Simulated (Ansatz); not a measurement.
# A frame of liquid Al2O3 from 2500 K (125 atoms): geometry optimisation, part 2 of 3

How does a frame of liquid Al2O3 from 2500 K (125 atoms) relax, and what do bonds, charges and levels look like afterwards?

Ansatz 0.2.0; Kohn-Sham DFT, PBEsol, PAW (set soft_2), plane waves.

The cell: 50 Al and 75 O. The network of bonds at the start is that of the classical potential that made the cell. Sampling is at Γ alone, for a cell whose shortest periodic width is 11 Å.

So far. Step 3 (Relaxation): The relaxation changed the energy by -402 meV/atom, and atoms moved by 0.57 Å r.m.s., 1.6 Å at most.

## 4. Distances and neighbours after relaxation

Bonds before and after, by the cutoffs listed below:

```csv
pair,bonds before,bonds after,mean before (Å),mean after (Å),spread before (Å),spread after (Å)
O-Al,210,218,1.883,1.849,0.195,0.095
```

Density 2.81 g/cm³, 12.05 Å³ an atom.

g(r), total and by pair (bins of 0.2 Å):

```csv
r (Å),total,O-O,O-Al,Al-Al
1.60,0.11,0.00,0.23,0.00
1.80,3.83,0.00,7.97,0.00
2.00,0.87,0.00,1.81,0.00
2.20,0.13,0.00,0.28,0.00
2.40,0.13,0.32,0.03,0.00
2.60,0.72,1.60,0.12,0.55
2.80,1.40,3.18,0.16,1.09
3.00,1.50,2.62,0.48,2.04
3.20,1.16,1.13,0.67,2.66
3.40,1.06,0.63,0.95,2.37
3.60,0.80,0.45,1.10,0.67
3.80,0.88,0.59,1.21,0.56
4.00,0.86,0.54,1.31,0.27
4.20,1.00,0.50,1.40,0.90
4.40,1.01,0.64,1.44,0.59
4.60,1.13,0.97,1.35,0.82
4.80,0.99,1.23,0.87,0.85
5.00,1.06,1.50,0.78,0.94
5.20,1.02,1.38,0.68,1.23
5.40,0.93,1.23,0.66,1.12
5.60,0.93,1.14,0.71,1.11
```

Bonds by pair of elements; cutoffs follow the first minimum of g(r), held within bounds set by covalent radii, and pairs that aren't listed don't count as bonded:

```csv
pair A-B,cutoff (Å),bonds,mean length (Å),spread (Å),shortest (Å),B about A,A about B
O-Al,2.38,218,1.85,0.095,1.67,2.91,4.36
```

How many atoms have how many bonded neighbours:

```csv
element,mean,2,3,4,5,6
Al,4.36,0,0,34,14,2
O,2.91,8,66,1,0,0
```

Bond angles (no mean is given where the spread exceeds 20°):

```csv
angle,count,mean (°),spread (°)
O-Al-O,374,-,-
Al-O-Al,212,118,17.1
```

Oxygen atoms by the number of network formers (Si, P, Ge, B, Al, As, Ga) bound to them:

```csv
network formers bound to O,O atoms,per cent
0,0,0
1,0,0
2,8,10.7
3,66,88
4,1,1.3
```

Network units: each former by its oxygen neighbours and how many of them bridge to another former:

```csv
former,O neighbours,bridging O,atoms
Al,4,4,34
Al,5,5,14
Al,6,6,2
```

Bond length by coordination (bonds to H left out):

```csv
element,coordination,atoms,mean bond length (Å)
Al,4,34,1.80
Al,5,14,1.91
Al,6,2,1.98
O,2,8,1.72
O,3,66,1.86
O,4,1,1.99
```

Rings of the network by King's shortest-path rule, up to 12 atoms, one path for each pair of neighbours; H, halogens, alkali and alkaline-earth atoms are left out, and the last column divides by all other atoms, bonded or not:

```csv
ring size (atoms),rings,per network atom
4,21,0.168
6,59,0.472
8,105,0.84
10,27,0.216
12,4,0.032
```

For some of the pairs, g(r) has its first main peak near 2.8 Å (O-O), 1.8 Å (O-Al) and 3.3 Å (Al-Al). Counting bonds as in the table, 68 % of Al atoms have 4 and 88 % of O atoms have 3 bonded neighbours. 11 % of the oxygens bridge two formers (Al) and 0 % are non-bridging; 88 % join three; 1 % join four. The commonest Al unit has 4 oxygens, 4 of them shared with other formers (34 of 50 atoms). Bonds at O atoms with 2 neighbours average 1.72 Å, against 1.86 Å at those with 3. Rings of 8 atoms are the most common (49 % of those counted); sizes run from 4 to 12, where the search stops.

## 5. Single point at the relaxed geometry

The electronic structure is read at the final geometry, in a run of its own.

File input.yaml:

```yaml
crystal:
  lattice:
    - [11.4632, 0.0, 0.0]
    - [0.0, 11.4632, 0.0]
    - [0.0, 0.0, 11.4632]
  atoms:
    - { symbol: Al, position: [0.67213, 0.6038, 0.01086] }
    - { symbol: Al, position: [0.32075, 0.63236, 0.32191] }
    - { symbol: Al, position: [0.39102, 0.84693, 0.37198] }
    - { symbol: Al, position: [0.79342, 0.37603, 0.90677] }
    - { symbol: Al, position: [0.13783, 0.53414, 0.05399] }
    - { symbol: Al, position: [0.73488, 0.40588, 0.3421] }
    - { symbol: Al, position: [0.73366, 0.59866, 0.53299] }
    - { symbol: Al, position: [0.83562, 0.00559, 0.28268] }
    - { symbol: Al, position: [0.56331, 0.04808, 0.3889] }
    - { symbol: Al, position: [0.95832, 0.7971, 0.1091] }
    - { symbol: Al, position: [0.64476, 0.83531, 0.53272] }
    - { symbol: Al, position: [0.57075, 0.05537, 0.13206] }
    - { symbol: Al, position: [0.8863, 0.81823, 0.61957] }
    - { symbol: Al, position: [0.40038, 0.05729, 0.78756] }
    - { symbol: Al, position: [0.72109, 0.83471, 0.08767] }
    - { symbol: Al, position: [0.71902, 0.81128, 0.8239] }
    - { symbol: Al, position: [0.79385, 0.24526, 0.15441] }
    - { symbol: Al, position: [0.02733, 0.08747, 0.12003] }
    - { symbol: Al, position: [0.28671, 0.04199, 0.26815] }
    - { symbol: Al, position: [0.49616, 0.42968, 0.36233] }
    - { symbol: Al, position: [0.37102, 0.15108, 0.01578] }
    - { symbol: Al, position: [0.02775, 0.34879, 0.27806] }
    - { symbol: Al, position: [0.07083, 0.60065, 0.26179] }
    - { symbol: Al, position: [0.58737, 0.24312, 0.55719] }
    - { symbol: Al, position: [0.54812, 0.64863, 0.72883] }
    - { symbol: Al, position: [0.9219, 0.62199, 0.93698] }
    - { symbol: Al, position: [0.82151, 0.07313, 0.51268] }
    - { symbol: Al, position: [0.44263, 0.87306, 0.09953] }
    - { symbol: Al, position: [0.0138, 0.3012, 0.02638] }
    - { symbol: Al, position: [0.06502, 0.25842, 0.57945] }
    - { symbol: Al, position: [0.04119, 0.40713, 0.77578] }
    - { symbol: Al, position: [0.12139, 0.62546, 0.7408] }
    [... 87 atom lines left out ...]
    - { symbol: O, position: [0.81757, 0.49318, 0.45292] }
    - { symbol: O, position: [0.28463, 0.52383, 0.99089] }
    - { symbol: O, position: [0.4569, 0.70979, 0.30778] }
    - { symbol: O, position: [0.46914, 0.27277, 0.00381] }
    - { symbol: O, position: [0.26345, 0.74494, 0.41602] }
    - { symbol: O, position: [0.69674, 0.91866, 0.93682] }
kpoints:
  mp_grid: { grid: [1, 1, 1] }
hamiltonian:
  xc: pbesol
scf:
  occupations: { method: fermi_dirac, width: 0.025 }
output:
  forces: true
  stress: true
  populations: true
  dos:
    method: { smearing: { sigma: 0.08 } }
    de: 0.1
    projected: { site_lists: { Al: [Al], O: [O] } }
  eigenvalues: true
  write_density: true
  write_potential: true
  volumetric_format: npy
  elf: true
```

The run is started by

```console
$ ansatz run input.yaml --threads 4 --pin off --max-ram 8192MiB --backend cpu --events-out ev --progress --plain --runs-dir out
```

Numbers of over 12 decimals in the logs are rounded to 6 here.

The program printed:

```text
[...]
Crystal: 125 atoms, lattice volume = 1506.321 Å³
Basis set: ecut = 420 eV, 29423 PW (Γ), exchange–correlation on 160×160×160 points (8 copies of the dense FFT grid, shifted against one another)
Bands: 425, of which v1, the nominal top of the filled ones, is band 300 counted from 1 (299 counted from 0)
Symmetry: 1 space group operations
[...]
k-points: 1
[...]
SCF iter   1: F=—  HF=-68453.755212 eV  |F-HF|=—  |Δ(HF+E_count)|=         —  Δρ=1.25e-2  dr2=1.92e0  ethr=1.77e-3  ⟨swp⟩=6.0  Hψ=1897  notcnv=0  defer=52
[...]
SCF iter  10: F=-68453.203303 eV  HF=-68453.203303 eV  |F-HF|=2.32e-8  |Δ(HF+E_count)|=   1.13e-8  Δρ=9.51e-7  dr2=1.73e-8  ethr=1.67e-11  ⟨swp⟩=6.0  Hψ=2387  notcnv=0
SCF 1 converged in 10 iterations: F = -68453.203303 eV  dr2 = 1.73e-8
[...]
SCF converged after 10 iterations
Free energy (F): -68453.203303 eV
[...]
Internal energy: -68453.203303 eV  (E = F + TS)
E sigma→0 (E₀):  -68453.203303 eV
Fermi energy:    5.994047 eV
[...]
--- Forces (eV/Å), atoms counted from 1 ---
  atom   1  Al     0.00683347     0.00225699     0.00647925
  atom   2  Al    -0.00530685    -0.00712060     0.00732027
  atom   3  Al     0.00650291     0.00294785     0.00720639
  atom   4  Al     0.01803679     0.00542695     0.00539596
  atom   5  Al    -0.00062079    -0.01386486    -0.00461410
  atom   6  Al    -0.00149653     0.00121191     0.00636111
  atom   7  Al    -0.00148095     0.00808283     0.00841536
  atom   8  Al    -0.00194503    -0.00767980     0.00336774
  atom   9  Al     0.00665067    -0.00138971     0.01279342
  atom  10  Al    -0.00383812    -0.00337375    -0.00805700
  atom  11  Al     0.00092654     0.00321552     0.00434467
  atom  12  Al    -0.00403302     0.00036827     0.00895453
  atom  13  Al    -0.00834054    -0.00292064    -0.00436252
  atom  14  Al    -0.00477940     0.00238804    -0.00380924
[...]
atom 124  O     -0.00320581     0.00030263    -0.00012688
  atom 125  O      0.00114936    -0.00265832     0.01209238
  max |Σ_I F_I| component: 8.69e-5 eV/Å
--- Stress (GPa, compression-positive) ---
       -8.443210       0.027007      -1.042551
        0.027003      -4.423262      -0.380126
       -1.042553      -0.380128      -7.571011
  P = ⅓ Tr σ = -6.8125 GPa (-68.125 kbar)
--- Band table (eV) ---
[...]
--- Löwdin populations: 125 sites ---
  site symbol       q [e]
     0     Al      1.6646
     1     Al      1.6664
     2     Al      1.6664
[...]
124      O      6.8008
  spilling = 0.008698 (of n_electrons = 600.000000)
```

It took 17 s on 4 threads of Intel Xeon Platinum 8488C (Sapphire Rapids), shared host; peak memory 2.1 GiB; 64 s of CPU time.

Read from the output:

```yaml
free_energy: -68453.2033 eV
free_energy_per_atom: -547.6256 eV/atom
scf_cycles: 10
pressure: -6.812 GPa
r_m_s_force_component: 0.00559 eV/Å
longest_force: 0.036 eV/Å
fermi_energy: 5.994 eV
spacing_of_highest_filled_and_lowest_empty_level: 2.245 eV
spilling_of_the_projection: 0.008698
```

Löwdin charges by element and coordination (they lack the spilled electrons, 0.042 e an atom on average):

```csv
element,coordination,atoms,mean charge (e),spread,least,most
Al,all,50,1.32,0.0289,1.25,1.38
Al,4,34,1.34,0.0244,1.28,1.38
Al,5,14,1.31,0.0144,1.27,1.33
Al,6,2,1.25,4.0e-4,1.25,1.25
O,all,75,-0.813,0.0182,-0.868,-0.770
O,2,8,-0.849,0.0123,-0.868,-0.828
O,3,66,-0.810,0.0128,-0.845,-0.771
O,4,1,-0.770,0,-0.770,-0.770
```

States in the cell by windows of 1 eV, zero at the Fermi level; the larger projections on atomic orbitals stand beside the total:

```csv
from (eV),to (eV),total,O p,Al p,Al s,O s
-18,-17,8.7,0.1,1.2,0.5,7.0
-17,-16,2.0,0.0,0.3,0.1,1.6
-16,-9,0.0,0.0,0.0,0.0,0.0
-9,-8,27.5,20.3,1.8,4.8,0.5
-8,-7,47.0,35.3,4.5,5.8,1.2
-7,-6,61.6,48.2,8.5,3.0,1.4
-6,-5,75.0,62.9,8.5,1.7,1.1
-5,-4,86.8,77.5,6.3,0.9,1.0
-4,-3,86.7,81.5,3.0,0.4,0.6
-3,-2,54.1,51.7,1.3,0.1,0.3
-2,-1,11.2,10.6,0.3,0.0,0.1
-1,0,0.0,0.0,0.0,0.0,0.0
0,1,0.1,0.0,0.0,0.0,0.0
1,2,1.9,0.0,0.1,1.2,0.5
2,3,5.3,0.9,1.8,1.4,1.1
3,4,17.0,2.7,6.8,3.7,2.9
4,5,31.1,4.5,14.9,5.2,4.0
```

The curve was stored every 0.10 eV, coarse against its broadening of 0.08 eV, so these counts are rough.

Between -21 and -18 eV lie 139 more states.

The levels nearest the highest filled one (over half full), pooled over k-points and spins:

```csv
level less the highest filled one (eV),occupation
-0.852,2
-0.754,2
-0.701,2
-0.685,2
-0.542,2
0,2
2.25,0
3.65,0
4.00,0
4.12,0
4.25,0
4.30,0
```

ELF in the ac plane at fractional y = 0.349, with atoms of Al and O within 0.2 Å of it. It is the smooth field of the valence electrons, not physical close to the nuclei.

Values, 13 rows by 16 columns, each cell a mean:
```
0.62 0.77 0.50 0.06 0.04 0.08 0.17 0.45 0.28 0.19 0.50 0.44 0.18 0.50 0.40 0.16
0.27 0.40 0.18 0.03 0.40 0.72 0.58 0.29 0.13 0.67 0.74 0.79 0.16 0.38 0.52 0.25
0.14 0.30 0.16 0.04 0.44 0.68 0.71 0.40 0.13 0.43 0.70 0.58 0.22 0.76 0.68 0.73
0.15 0.34 0.22 0.05 0.19 0.53 0.34 0.45 0.69 0.25 0.09 0.07 0.12 0.58 0.61 0.32
0.64 0.27 0.09 0.37 0.53 0.19 0.37 0.77 0.80 0.44 0.04 0.01 0.02 0.05 0.10 0.49
0.69 0.37 0.37 0.74 0.74 0.51 0.12 0.29 0.30 0.21 0.16 0.03 0.01 0.01 0.12 0.54
0.15 0.14 0.25 0.69 0.71 0.28 0.03 0.06 0.40 0.72 0.70 0.22 0.04 0.04 0.01 0.06
0.44 0.30 0.15 0.28 0.18 0.05 0.05 0.15 0.68 0.68 0.77 0.46 0.10 0.13 0.07 0.11
0.19 0.22 0.62 0.74 0.51 0.10 0.31 0.43 0.26 0.38 0.36 0.15 0.42 0.73 0.66 0.30
0.02 0.21 0.72 0.74 0.60 0.34 0.75 0.72 0.43 0.20 0.60 0.53 0.38 0.71 0.75 0.43
0.15 0.12 0.14 0.35 0.22 0.34 0.70 0.76 0.37 0.55 0.70 0.75 0.26 0.40 0.33 0.10
0.14 0.13 0.04 0.01 0.01 0.04 0.14 0.24 0.04 0.25 0.64 0.49 0.19 0.43 0.37 0.13
0.16 0.41 0.22 0.03 0.01 0.04 0.38 0.68 0.43 0.09 0.08 0.06 0.40 0.81 0.78 0.30
```
Columns run along a (11.5 Å), rows up along c (11.5 Å). Atoms in or near the plane, at fractional coordinates: Al at (0.03, 0.28), Al at (0.54, 0.11), O at (0.44, 0.23), O at (0.61, 0.43), O at (0.36, 0.82), O at (0.89, 0.79), O at (0.24, 0.55), O at (0.67, 0.19), O at (0.86, 0.28).

Electrostatic potential energy in the ac plane at fractional y = 0.349, with atoms of Al and O within 0.2 Å of it. With pseudopotentials it is smooth inside the atoms' cores, unlike the true potential.

Ten even steps from '_' (-33 eV) to '@' (10 eV), each cell a mean:
```
++****%%@@@@@@@@@@@@@@@@@@@@@@@@@@@@@@@@@@@@@@##**++++**%%%%%%**
%%%%##%%@@@@@@@@@@@@@@@@@@@@@@@@%%%%@@@@@@%%%%**++**++++##%%%%%%
%%%%%%@@@@@@@@@@@@@@@@%%%%@@%%##****%%##--__::++++**++++##@@@@@@
######%%@@@@@@@@@@@@--__..**##++==++**##::__::##**++++++==++%%%%
++++++##%%@@@@@@@@%%..____==%%**++++##%%%%##%%@@%%%%##::____++##
++==++**%%@@@@@@@@%%**==++%%%%%%##%%%%@@@@@@@@@@@@@@@@==..::**##
##****%%@@@@@@@@%%##****##%%@@%%%%@@@@@@@@@@@@@@@@@@@@@@%%%%@@%%
%%%%%%@@@@@@@@@@%%++====++##%%==--##@@@@@@@@@@@@@@@@@@@@@@@@@@@@
####%%%%@@@@@@@@%%**++++**%%%%**++%%@@@@@@@@@@@@@@@@@@@@@@@@@@%%
**####%%%%@@##----**####%%@@@@@@@@@@@@%%@@@@@@@@@@@@@@@@@@@@@@%%
%%%%##%%%%%%--____--%%@@@@@@@@@@@@@@%%%%%%@@@@@@@@@@@@@@@@@@@@@@
@@@@%%%%%%%%**::::**@@@@@@@@@@@@@@@@%%%%%%@@@@@@@@@@@@@@@@@@@@@@
@@@@@@@@%%########%%@@@@@@@@@@@@@@%%--..::##@@@@@@@@@@@@@@@@@@@@
@@@@@@@@%%##****##%%@@@@@@%%%%%%%%##..____++%%%%%%%%@@@@@@@@@@@@
%%%%%%@@%%%%####%%%%@@@@@@%%##****##++--==##**++++##%%@@@@@@@@@@
++++**%%%%##++**%%%%%%%%%%%%##****##%%@@%%##++====**%%##%%@@%%##
****++**##..__..**####%%%%######%%%%@@@@@@%%**++++**--__..++##++
**##++**##--..::******##++..__--%%@@@@@@@@%%%%%%%%%%::____++##++
++++++##@@@@%%%%##****##==____..%%%%@@%%==..::##@@@@%%****%%%%**
%%%%%%@@@@@@@@@@%%%%%%%%%%++==****++****..____**%%%%%%@@@@@@@@%%
%%%%@@@@@@@@@@@@@@@@@@@@@@@@##++++**++++++==++%%@@%%%%@@@@@@@@@@
**##%%@@@@@@@@@@@@@@@@@@@@@@##++++##++++##@@@@@@@@@@@@@@@@@@%%##
====**%%@@@@@@@@@@@@@@@@@@@@%%##++++++**%%@@@@@@@@@@##==**%%##++
++++**%%@@@@@@@@@@@@@@@@@@@@@@%%%%##%%%%@@@@@@@@%%%%**--==####++
```
Columns run along a (11.5 Å; values clipped at the 3rd and 97th percentile), rows up along c (11.5 Å). Atoms in or near the plane, at fractional coordinates: Al at (0.03, 0.28), Al at (0.54, 0.11), O at (0.44, 0.23), O at (0.61, 0.43), O at (0.36, 0.82), O at (0.89, 0.79), O at (0.24, 0.55), O at (0.67, 0.19), O at (0.86, 0.28).

Mean Löwdin charges: Al +1.32, O -0.81 e (they miss 0.87 % of the electrons, so they add up to more than the cell's charge). The largest share in the top eV of filled states is O p (96 % of the projected weight), and in the lowest eV of empty states Al s (64 % of the projected weight).

The surroundings of Al31, whose charge lies farthest from its element's mean, nearest first, numbered as they follow in the input and with coordinates relative to it.

```csv
atom,x,y,z,distance (Å),bonds,Löwdin charge (e)
Al31,0.00,0.00,0.00,0.00,6,1.25
O70,1.65,0.89,-0.24,1.89,3,-0.83
O113,-0.35,0.04,-1.88,1.92,3,-0.81
O80,-1.73,-0.86,0.20,1.94,3,-0.80
O51,0.83,-1.74,-0.41,1.97,3,-0.80
O60,0.38,0.09,1.96,1.99,3,-0.80
O71,-0.66,1.95,0.29,2.07,3,-0.81
Al32,0.92,2.50,-0.40,2.70,4,1.30
```

The column of bonds counts only the pairs O-Al within 2.38 Å; other neighbours, such as metal atoms beside each other in a compound, aren't counted, and periodic images can show an atom twice.

[end of part 2 of 3]

[Logs are printed without paths, hosts, clocks, repeated set-up lines and the standing remarks that a program may print on its own settings, such as how far it seeks lower states.]

[Hosts, paths, dates, database ids (printed as entryN), source tags and the programs' standing remarks are cut or masked in the printed files.]
